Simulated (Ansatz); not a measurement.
# MgCd3S4: complex band structure, part 2 of 3

A new crystal, MgCd3S4: structure, gap and complex bands. It is built by putting Mg for Zn in the ZnCd3S4 structure of space group P-43m, with the volume rescaled by atomic radii. The parent structure comes from the Materials Project.

Ansatz 0.2.0; LDA DFT, plane waves, PAW files (the session's first sound run).

So far. Step 2 (Relaxing the new crystal): The largest force component on a free atom ends at 0.0035 eV/Å.

The structure was built from a prototype and need not be the compound's stable phase.

## 3. The bulk crystal and its band edges

The energy window and the wavevectors of the next steps follow from the band edges, so these are searched first, off the mesh as well.

Input file input.yaml:

```yaml
crystal:
  lattice:
    - [5.7140846741, 0.0, 0.0]
    - [0.0, 5.7140846741, 0.0]
    - [0.0, 0.0, 5.7140846741]
  atoms:
    - { symbol: Mg, position: [0.0, 0.0, 0.0] }
    - { symbol: Cd, position: [0.0, 0.5, 0.5] }
    - { symbol: Cd, position: [0.5, 0.5, 0.0] }
    - { symbol: Cd, position: [0.5, 0.0, 0.5] }
    - { symbol: S, position: [0.7551170597, 0.7551170597, 0.2448829403] }
    - { symbol: S, position: [0.7551170597, 0.2448829403, 0.7551170597] }
    - { symbol: S, position: [0.2448829403, 0.7551170597, 0.7551170597] }
    - { symbol: S, position: [0.2448829403, 0.2448829403, 0.2448829403] }
kpoints:
  mp_grid: { grid: [4, 4, 4] }
  band_path: { path: [VBM, CBM], npoints: 30 }
scf:
  occupations: { method: fixed }
hamiltonian:
  xc: lda
output:
  eigenvalues: true
  write_potential: true
  write_density: true
  volumetric_format: npy
  elf: true
```

On the command line:

```
ansatz run input.yaml --threads 2 --pin off --max-ram 4096MiB --backend cpu --events-out ev --progress --plain --runs-dir out
```

Numbers of over 12 decimals in the logs are rounded to 6 here.

Output:

```text
[...]
Crystal: 8 atoms, lattice volume = 186.569 Å³
Basis set: ecut = 420 eV, 3743 PW (Γ)
Bands: 57, of which v1, the nominal top of the filled ones, is band 47 counted from 1 (46 counted from 0)
Symmetry: 24 space group operations
[...]
k-points: 10 of 64 (time reversal used)
[...]
SCF iter   1: F=—  HF=-29739.975169 eV  |F-HF|=—  |Δ(HF+E_count)|=         —  Δρ=7.92e-3  dr2=1.09e-1  ethr=1.77e-3  ⟨swp⟩=5.0  Hψ=1746  notcnv=0  defer=66
[...]
SCF iter   7: F=-29739.937331 eV  HF=-29739.937331 eV  |F-HF|=1.19e-8  |Δ(HF+E_count)|=   1.38e-7  Δρ=4.23e-6  dr2=3.31e-8  ethr=1.06e-10  ⟨swp⟩=11.7  Hψ=2532  notcnv=0
SCF 1 converged in 7 iterations: F = -29739.937331 eV  dr2 = 3.31e-8
[...]
NSCF: frozen V_eff on 20 k-points
[...]
SCF converged after 7 iterations
Free energy (F): -29739.937331 eV
[...]
Internal energy: -29739.937331 eV  (E = F + TS)
E sigma→0 (E₀):  -29739.937331 eV
Fermi energy:    6.271185 eV
[...]
--- Band table (eV; the first three rows and the last of 10) ---
  k-point 0: bands = [... 43 lower, 4.4715, 6.2712, 6.2712, 6.2712, 7.7851, 9.6714, 9.6714, 9.6714, ... 6 higher]
  k-point 1: bands = [... 43 lower, 4.6720, 5.3408, 5.9721, 5.9721, 8.8708, 9.9486, 10.3982, 10.3982, ... 6 higher]
  k-point 2: bands = [... 43 lower, 5.1211, 5.1211, 5.4484, 5.4484, 10.0999, 10.1103, 11.1426, 11.1630, ... 6 higher]
  k-point 9: bands = [... 43 lower, 5.6635, 5.7217, 5.7217, 5.7217, 9.3648, 9.3648, 9.3648, 10.4025, ... 6 higher]
```

Elapsed: 20 s, on 2 threads of Intel Xeon Platinum 8488C (Sapphire Rapids), shared host; peak memory 0.56 GiB.

The column dr2 measures how far the density is from self-consistency, as an energy; F and HF (Harris–Foulkes) agree once it is small.

Numbers from this step:

* Fermi energy: 6.271 eV
* gap on the k-mesh: 1.514 eV
* gap on path: 1.514 eV, by band count; negative where bands overlap
* direct gap on path: 1.514 eV
* edge places on path: 0, 0 1/A along the path

Levels at VBM (eV): -7.59, -7.59, -7.59, -7.46, -7.37, -7.37, -7.29, -7.29, -7.29, -7.11, -7.11, -7.05, -6.85, -6.85, -6.85, -4.10, -4.10, -3.48, -1.85, -1.85, -1.85, -1.80, -1.80, -1.80, 0.00, 0.00, 0.00, 1.51, 3.40, 3.40, 3.40, 4.08, 4.08, 5.41, 6.70, 6.70, 6.70.

Valence density in the ac plane at fractional y = 0.000, with atoms of Mg and Cd within 0.2 Å of it. It is the smooth field of the valence electrons, not physical close to the nuclei.

Values in e/Å³, 16 rows by 16 columns, each cell a mean:
```
15  4  0  0  0  0  0  0  0  0  0  0  0  0  1  9
 2  1  0  0  0  0  0  0  0  0  0  0  0  0  0  1
 0  0  0  0  0  0  0  0  0  0  0  0  0  0  0  0
 0  0  0  0  0  0  0  0  0  0  0  0  0  0  0  0
 0  0  0  0  0  0  0  0  0  0  0  0  0  0  0  0
 0  0  0  0  0  0  1  2  2  1  0  0  0  0  0  0
 0  0  0  0  0  0  3  9 11  6  1  0  0  0  0  0
 0  0  0  0  0  1  5 17 22 11  2  0  0  0  0  0
 0  0  0  0  0  1  4 13 17  9  2  0  0  0  0  0
 0  0  0  0  0  0  1  4  5  3  1  0  0  0  0  0
 0  0  0  0  0  0  0  1  1  0  0  0  0  0  0  0
 0  0  0  0  0  0  0  0  0  0  0  0  0  0  0  0
 0  0  0  0  0  0  0  0  0  0  0  0  0  0  0  0
 0  0  0  0  0  0  0  0  0  0  0  0  0  0  0  0
 7  2  0  0  0  0  0  0  0  0  0  0  0  0  1  4
25  7  0  0  0  0  0  0  0  0  0  0  0  0  2 15
```
Columns run along a (5.7 Å), rows up along c (5.7 Å). Atoms in or near the plane, at fractional coordinates: Mg at (0.00, 0.00), Cd at (0.50, 0.50).

Electrostatic potential energy in the ac plane at fractional y = 0.000, with atoms of Mg and Cd within 0.2 Å of it. With pseudopotentials it is smooth inside the atoms' cores, unlike the true potential.

Ten even steps from '_' (-32 eV) to '@' (12 eV), each cell a mean:
```
__..**%%@@@@@@@@@@@@@@@@@@##--__
::++##%%@@@@@@@@@@@@@@@@@@%%**--
##%%%%@@@@@@@@@@@@@@@@@@@@@@%%##
@@@@@@@@@@@@@@@@@@@@@@@@@@@@@@@@
@@@@@@@@@@@@%%%%%%%%@@@@@@@@@@@@
@@@@@@@@@@%%**====++##@@@@@@@@@@
@@@@@@@@@@##==::::--++%%@@@@@@@@
@@@@@@@@@@**--..__::==%%@@@@@@@@
@@@@@@@@@@**--::..::==%%@@@@@@@@
@@@@@@@@@@%%++----==**%%@@@@@@@@
@@@@@@@@@@@@%%****##%%@@@@@@@@@@
@@@@@@@@@@@@@@@@@@@@@@@@@@@@@@@@
%%%%@@@@@@@@@@@@@@@@@@@@@@@@%%%%
++**%%@@@@@@@@@@@@@@@@@@@@%%##**
__::**%%@@@@@@@@@@@@@@@@@@%%++..
____++%%@@@@@@@@@@@@@@@@@@##::__
```
Columns run along a (5.7 Å; values clipped at the 3rd and 97th percentile), rows up along c (5.7 Å). Atoms in or near the plane, at fractional coordinates: Mg at (0.00, 0.00), Cd at (0.50, 0.50).

ELF in the ac plane at fractional y = 0.000, with atoms of Mg and Cd within 0.2 Å of it. It is the smooth field of the valence electrons, not physical close to the nuclei.

Values, 16 rows by 16 columns, each cell a mean:
```
0.34 0.36 0.10 0.10 0.14 0.09 0.04 0.02 0.01 0.02 0.06 0.12 0.14 0.07 0.22 0.39
0.27 0.14 0.12 0.34 0.37 0.24 0.11 0.04 0.03 0.06 0.16 0.30 0.39 0.25 0.09 0.22
0.06 0.12 0.38 0.58 0.55 0.38 0.19 0.08 0.06 0.12 0.27 0.47 0.58 0.53 0.25 0.07
0.09 0.24 0.50 0.61 0.57 0.40 0.21 0.13 0.12 0.15 0.29 0.49 0.60 0.58 0.39 0.14
0.07 0.19 0.39 0.50 0.45 0.29 0.18 0.17 0.17 0.16 0.21 0.37 0.49 0.47 0.30 0.12
0.04 0.10 0.21 0.29 0.26 0.18 0.23 0.34 0.37 0.29 0.19 0.21 0.29 0.27 0.16 0.06
0.02 0.04 0.08 0.14 0.16 0.20 0.39 0.57 0.63 0.50 0.29 0.16 0.15 0.12 0.06 0.02
0.01 0.02 0.04 0.09 0.14 0.24 0.48 0.75 0.85 0.63 0.37 0.17 0.12 0.06 0.03 0.01
0.01 0.02 0.06 0.10 0.14 0.22 0.44 0.67 0.75 0.57 0.34 0.17 0.13 0.08 0.04 0.02
0.03 0.06 0.14 0.21 0.20 0.18 0.30 0.44 0.48 0.39 0.23 0.18 0.21 0.19 0.11 0.04
0.06 0.14 0.31 0.41 0.36 0.23 0.18 0.22 0.24 0.20 0.18 0.29 0.40 0.38 0.24 0.09
0.09 0.23 0.47 0.57 0.53 0.36 0.20 0.14 0.14 0.16 0.26 0.45 0.57 0.55 0.37 0.14
0.06 0.19 0.47 0.62 0.57 0.41 0.21 0.10 0.09 0.14 0.29 0.50 0.61 0.58 0.34 0.10
0.13 0.09 0.22 0.47 0.47 0.31 0.14 0.06 0.04 0.08 0.21 0.39 0.50 0.38 0.12 0.10
0.38 0.28 0.09 0.19 0.23 0.14 0.06 0.02 0.02 0.04 0.10 0.19 0.24 0.12 0.14 0.36
0.24 0.38 0.13 0.06 0.09 0.06 0.03 0.01 0.01 0.02 0.04 0.07 0.09 0.06 0.27 0.34
```
Columns run along a (5.7 Å), rows up along c (5.7 Å). Atoms in or near the plane, at fractional coordinates: Mg at (0.00, 0.00), Cd at (0.50, 0.50).

The searched edges give 1.51 eV, as on the mesh.

## 4. Complex bands

This step: LDA DFT, plane waves, PAW files; complex bands by layer matching along the plane's normal (Ansatz 0.2.0).

The same crystal is laid in a cell whose first two vectors span the (001) plane (indices of the standard conventional cell, whose axes can be ordered otherwise than in the bulk input). At fixed energy and wavevector in the plane the solver finds all kz, real and complex. A few wavevectors are listed, (0, 0) and (0.5, 0) in units of the plane's reciprocal vectors; the slowest state needn't be among them.

input.yaml, as its differences from that of step 3:

```diff
@@ -2,5 +2,5 @@
   lattice:
-    - [5.7140846741, 0.0, 0.0]
-    - [0.0, 5.7140846741, 0.0]
-    - [0.0, 0.0, 5.7140846741]
+    - [5.714084674, 0.0, 0.0]
+    - [0.0, 5.714084674, 0.0]
+    - [0.0, 0.0, 5.714084674]
   atoms:
@@ -16,3 +16,2 @@
   mp_grid: { grid: [4, 4, 4] }
-  band_path: { path: [VBM, CBM], npoints: 30 }
 scf:
@@ -23,5 +22,6 @@
   eigenvalues: true
-  write_potential: true
-  write_density: true
-  volumetric_format: npy
-  elf: true
+  transmission:
+    leads: [[0, 0]]
+    kpoints: [[0.0, 0.0], [0.5, 0.0]]
+    e_range: [-1.0, 2.51]
+    de: 0.09
```

Output:

```text
[...]
Crystal: 8 atoms, lattice volume = 186.569 Å³
Basis set: ecut = 420 eV, 3743 PW (Γ)
Bands: 57, of which v1, the nominal top of the filled ones, is band 47 counted from 1 (46 counted from 0)
Symmetry: 24 space group operations
[...]
k-points: 10 of 64 (time reversal used)
[...]
SCF iter   1: F=—  HF=-29739.975159 eV  |F-HF|=—  |Δ(HF+E_count)|=         —  Δρ=7.92e-3  dr2=1.09e-1  ethr=1.77e-3  ⟨swp⟩=5.0  Hψ=1746  notcnv=0  defer=66
[...]
SCF iter   7: F=-29739.937331 eV  HF=-29739.937331 eV  |F-HF|=1.19e-8  |Δ(HF+E_count)|=   1.38e-7  Δρ=4.23e-6  dr2=3.31e-8  ethr=1.06e-10  ⟨swp⟩=11.7  Hψ=2536  notcnv=0
SCF 1 converged in 7 iterations: F = -29739.937331 eV  dr2 = 3.31e-8
[...]
transmission: 8 of 16 steps passed
transmission: 16 of 16 steps passed
SCF converged after 7 iterations
Free energy (F): -29739.937331 eV
[...]
Internal energy: -29739.937331 eV  (E = F + TS)
E sigma→0 (E₀):  -29739.937331 eV
Fermi energy:    6.271185 eV
[...]
--- Band table (eV; the first three rows and the last of 10) ---
  k-point 0: bands = [... 43 lower, 4.4715, 6.2712, 6.2712, 6.2712, 7.7851, 9.6714, 9.6714, 9.6714, ... 6 higher]
  k-point 1: bands = [... 43 lower, 4.6720, 5.3408, 5.9721, 5.9721, 8.8708, 9.9486, 10.3982, 10.3982, ... 6 higher]
  k-point 2: bands = [... 43 lower, 5.1211, 5.1211, 5.4484, 5.4484, 10.0999, 10.1103, 11.1426, 11.1630, ... 6 higher]
  k-point 9: bands = [... 43 lower, 5.6635, 5.7217, 5.7217, 5.7217, 9.3648, 9.3648, 9.3648, 10.4025, ... 6 higher]
--- Transmission ---
  basis      : 293 plane waves across, 8 finite elements along
  points     : 2, as listed
  energies   : 40 from -1.000000 to 2.510000 eV about the Fermi level, 0.090000 eV apart; the leads are filled to 0.756964 eV, and channels, transmission and decay are at 0.800000 eV
  crystal 0  : S4Mg1Cd3, at the sites [0, 0], period 5.7141 Å: whole cells are its period
    offset         : up to 0.0000 Å between an atom of the period and one for which it stands
    channels       : 0.000000e0 a spin
    conductance    : none, the energies end too early or step too widely for 300 K: set another output.transmission.e_range or a lower de, or, where they end at an eighth of basis.ecutwfc, a higher one
    slowest decay  : 0.1270 /Å at (0.0000, 0.0000)
```

Run time: 37 s. Hardware: 2 threads; peak memory 1.1 GiB; 72 s of CPU time.

Numbers from this step:

```
level to which the leads are filled                       : 0.7570 eV from the Fermi level
decay constant at the filling level, zone centre          : 0.1270 Å⁻¹
decay constant at the filling level, slowest listed point : 0.127 Å⁻¹
```

K parallel (0, 0); values up to 1.5 1/Å, a degenerate pair printed once or twice; energies at which all values exceed this have no row. Table of Im kz of the slowest decaying states by energy, zero at the highest filled level on the SCF mesh:

| energy (eV) | decay 1 (Å⁻¹) | decay 2 (Å⁻¹) | decay 3 (Å⁻¹) | decay 4 (Å⁻¹) |
| --- | --- | --- | --- | --- |
| -1.00 | 0.0645 | 0.328 | 0.347 | 0.434 |
| -0.82 | 0.350 | 0.364 | 0.456 | 1.18 |
| -0.64 | 0.367 | 0.377 | 0.473 | 1.06 |
| -0.46 | 0.380 | 0.385 | 0.487 | 0.996 |
| -0.28 | 0.390 | 0.391 | 0.497 | 0.948 |
| -0.10 | 0.393 | 0.399 | 0.505 | 0.907 |
| -0.01 | 0.393 | 0.403 | 0.509 | 0.888 |
| 0.08 | 0.0586 | 0.135 | 0.392 | 0.405 |
| 0.26 | 0.0979 | 0.240 | 0.388 | 0.410 |
| 0.44 | 0.117 | 0.313 | 0.375 | 0.412 |
| 0.62 | 0.126 | 0.365 | 0.413 | 0.519 |
| 0.80 | 0.127 | 0.381 | 0.413 | 0.519 |
| 0.89 | 0.125 | 0.387 | 0.412 | 0.518 |
| 1.07 | 0.115 | 0.398 | 0.410 | 0.516 |
| 1.25 | 0.0952 | 0.405 | 0.406 | 0.513 |
| 1.43 | 0.0572 | 0.401 | 0.409 | 0.509 |
| 1.61 | 0.377 | 0.395 | 0.447 | 0.504 |
| 1.79 | 0.357 | 0.388 | 0.467 | 0.498 |
| 1.97 | 0.339 | 0.379 | 0.481 | 0.494 |
| 2.15 | 0.320 | 0.369 | 0.493 | 0.493 |
| 2.33 | 0.299 | 0.357 | 0.468 | 0.502 |
| 2.51 | 0.275 | 0.344 | 0.442 | 0.509 |

K parallel (0, 0). The Re kz of states that move upwards by energy, zero at the highest filled level on the SCF mesh:

| energy (eV) | channel 1 (Å⁻¹) | channel 2 (Å⁻¹) | channel 3 (Å⁻¹) |
| --- | --- | --- | --- |
| -1.00 | -0.290 | - | - |
| -0.91 | -0.270 | - | - |
| -0.82 | -0.538 | -0.538 | -0.250 |
| -0.73 | -0.473 | -0.473 | -0.230 |
| -0.64 | -0.430 | -0.430 | -0.210 |
| -0.55 | -0.390 | -0.390 | -0.190 |
| -0.46 | -0.351 | -0.351 | -0.169 |
| -0.37 | -0.309 | -0.309 | -0.147 |
| -0.28 | -0.265 | -0.265 | -0.124 |
| -0.19 | -0.215 | -0.215 | -0.0995 |
| -0.01 | -0.0480 | -0.0480 | -0.0212 |
| 0.08 | - | - | - |
| 0.17 | - | - | - |
| 0.26 | - | - | - |
| 0.35 | - | - | - |
| 0.44 | - | - | - |
| 0.53 | - | - | - |
| 0.62 | - | - | - |
| 0.71 | - | - | - |
| 0.80 | - | - | - |
| 0.89 | - | - | - |
| 0.98 | - | - | - |
| 1.07 | - | - | - |
| 1.16 | - | - | - |
| 1.25 | - | - | - |
| 1.34 | - | - | - |
| 1.43 | - | - | - |
| 1.52 | 0.0159 | - | - |
| 1.70 | 0.0924 | - | - |
| 1.79 | 0.115 | - | - |
| 1.88 | 0.136 | - | - |
| 1.97 | 0.155 | - | - |
| 2.06 | 0.173 | - | - |
| 2.15 | 0.191 | - | - |
| 2.24 | 0.208 | - | - |
| 2.33 | 0.225 | - | - |
| 2.42 | 0.242 | - | - |
| 2.51 | 0.259 | - | - |

K parallel (0.5, 0); values up to 1.5 1/Å, a degenerate pair printed once or twice; energies at which all values exceed this have no row. Table of Im kz of the slowest decaying states by energy, zero at the highest filled level on the SCF mesh:

| energy (eV) | decay 1 (Å⁻¹) | decay 2 (Å⁻¹) | decay 3 (Å⁻¹) | decay 4 (Å⁻¹) |
| --- | --- | --- | --- | --- |
| -1.00 | 0.0362 | 0.163 | 0.884 | 1.33 |
| -0.82 | 0.0221 | 0.227 | 0.853 | 1.31 |
| -0.64 | 0.110 | 0.132 | 0.166 | 0.281 |
| -0.46 | 0.0549 | 0.224 | 0.231 | 0.318 |
| -0.28 | 0.210 | 0.264 | 0.293 | 0.347 |
| -0.10 | 0.273 | 0.295 | 0.340 | 0.370 |
| -0.01 | 0.297 | 0.307 | 0.360 | 0.380 |
| 0.08 | 0.318 | 0.318 | 0.377 | 0.389 |
| 0.26 | 0.337 | 0.353 | 0.404 | 0.407 |
| 0.44 | 0.352 | 0.382 | 0.415 | 0.431 |
| 0.62 | 0.364 | 0.406 | 0.424 | 0.450 |
| 0.80 | 0.373 | 0.426 | 0.431 | 0.465 |
| 0.89 | 0.376 | 0.434 | 0.435 | 0.472 |
| 1.07 | 0.381 | 0.438 | 0.450 | 0.482 |
| 1.25 | 0.384 | 0.439 | 0.463 | 0.485 |
| 1.43 | 0.385 | 0.440 | 0.473 | 0.492 |
| 1.61 | 0.384 | 0.438 | 0.481 | 0.498 |
| 1.79 | 0.382 | 0.435 | 0.486 | 0.500 |
| 1.97 | 0.377 | 0.429 | 0.489 | 0.499 |
| 2.15 | 0.369 | 0.422 | 0.488 | 0.493 |
| 2.33 | 0.360 | 0.413 | 0.480 | 0.493 |
| 2.51 | 0.348 | 0.401 | 0.477 | 0.478 |

At the listed wavevectors the last open channel is at -0.01 eV and the next at +1.52 eV on the grid. At +0.80 eV, the grid energy nearest the filling level (the middle of the gap on the SCF mesh), the slowest state at the listed wavevectors decays with κ = 0.127 Å⁻¹, its amplitude falling by e over 7.9 Å. Through 1 nm of this crystal that state's transmission falls by exp(−2 × 0.127 Å⁻¹ × 10 Å) = 0.079.

## 5. Band edges at another level

This step: PBE DFT, plane waves, PAW files (Ansatz 0.2.0).

The edges again with PBE, at the same atoms.

input.yaml, as its differences from that of step 4:

```diff
@@ -2,5 +2,5 @@
   lattice:
-    - [5.714084674, 0.0, 0.0]
-    - [0.0, 5.714084674, 0.0]
-    - [0.0, 0.0, 5.714084674]
+    - [5.7140846741, 0.0, 0.0]
+    - [0.0, 5.7140846741, 0.0]
+    - [0.0, 0.0, 5.7140846741]
   atoms:
@@ -16,2 +16,3 @@
   mp_grid: { grid: [4, 4, 4] }
+  band_path: { path: [VBM, CBM], npoints: 30 }
 scf:
@@ -19,9 +20,4 @@
 hamiltonian:
-  xc: lda
+  xc: pbe
 output:
   eigenvalues: true
-  transmission:
-    leads: [[0, 0]]
-    kpoints: [[0.0, 0.0], [0.5, 0.0]]
-    e_range: [-1.0, 2.51]
-    de: 0.09
```

Output:

```text
[...]
Crystal: 8 atoms, lattice volume = 186.569 Å³
Basis set: ecut = 420 eV, 3743 PW (Γ)
Bands: 57, of which v1, the nominal top of the filled ones, is band 47 counted from 1 (46 counted from 0)
Symmetry: 24 space group operations
[...]
k-points: 10 of 64 (time reversal used)
[...]
SCF iter   1: F=—  HF=-30301.954460 eV  |F-HF|=—  |Δ(HF+E_count)|=         —  Δρ=5.84e-4  dr2=6.95e-4  ethr=1.77e-3  ⟨swp⟩=5.0  Hψ=1742  notcnv=0  defer=68
[...]
SCF iter   6: F=-30301.957209 eV  HF=-30301.957209 eV  |F-HF|=3.51e-8  |Δ(HF+E_count)|=   4.27e-7  Δρ=3.49e-6  dr2=3.18e-8  ethr=1.06e-10  ⟨swp⟩=11.4  Hψ=2254  notcnv=0
SCF 1 converged in 6 iterations: F = -30301.957209 eV  dr2 = 3.18e-8
[...]
SCF converged after 6 iterations
Free energy (F): -30301.957209 eV
[...]
Internal energy: -30301.957209 eV  (E = F + TS)
E sigma→0 (E₀):  -30301.957209 eV
Fermi energy:    6.539039 eV
[...]
--- Band table (eV; the first three rows and the last of 10) ---
  k-point 0: bands = [... 43 lower, 4.7834, 6.5390, 6.5390, 6.5390, 8.3254, 10.1678, 10.1678, 10.1678, ... 6 higher]
  k-point 1: bands = [... 43 lower, 4.9711, 5.6650, 6.2478, 6.2478, 9.3557, 10.4473, 10.8784, 10.8784, ... 6 higher]
  k-point 2: bands = [... 43 lower, 5.4070, 5.4070, 5.7407, 5.7407, 10.5858, 10.5912, 11.6239, 11.6433, ... 6 higher]
  k-point 9: bands = [... 43 lower, 5.9475, 6.0071, 6.0071, 6.0071, 9.8800, 9.8800, 9.8800, 10.9290, ... 6 higher]
```

It took 19 s on 2 threads; peak memory 0.57 GiB; 37 s of CPU time.

Numbers from this step:

| Property | Result |
| --- | --- |
| free energy | -30301.9572 eV |
| Fermi energy | 6.539 eV |
| gap on the k-mesh | 1.786 eV |
| gap on path | 1.786 eV, by band count; negative where bands overlap |
| direct gap on path | 1.786 eV |

Levels at VBM (eV): -7.55, -7.55, -7.55, -7.41, -7.32, -7.32, -7.25, -7.25, -7.25, -7.08, -7.08, -7.02, -6.81, -6.81, -6.81, -3.99, -3.99, -3.41, -1.83, -1.83, -1.83, -1.76, -1.76, -1.76, 0.00, 0.00, 0.00, 1.79, 3.63, 3.63, 3.63, 4.29, 4.29, 5.62, 6.89, 6.89, 6.89.

The searched edges give 1.79 eV, as on the mesh.

Between step 3 and this run (PBE) the value for the gap on the k-mesh moves from 1.51 eV to 1.79 eV.

(Part 2 of 3 ends here.)

[Logs are printed without paths, hosts, clocks, repeated set-up lines and the standing remarks that a program may print on its own settings, such as how far it seeks lower states.]

[Hosts, paths, dates, database ids (printed as entryN), source tags and the programs' standing remarks are cut or masked in the printed files.]
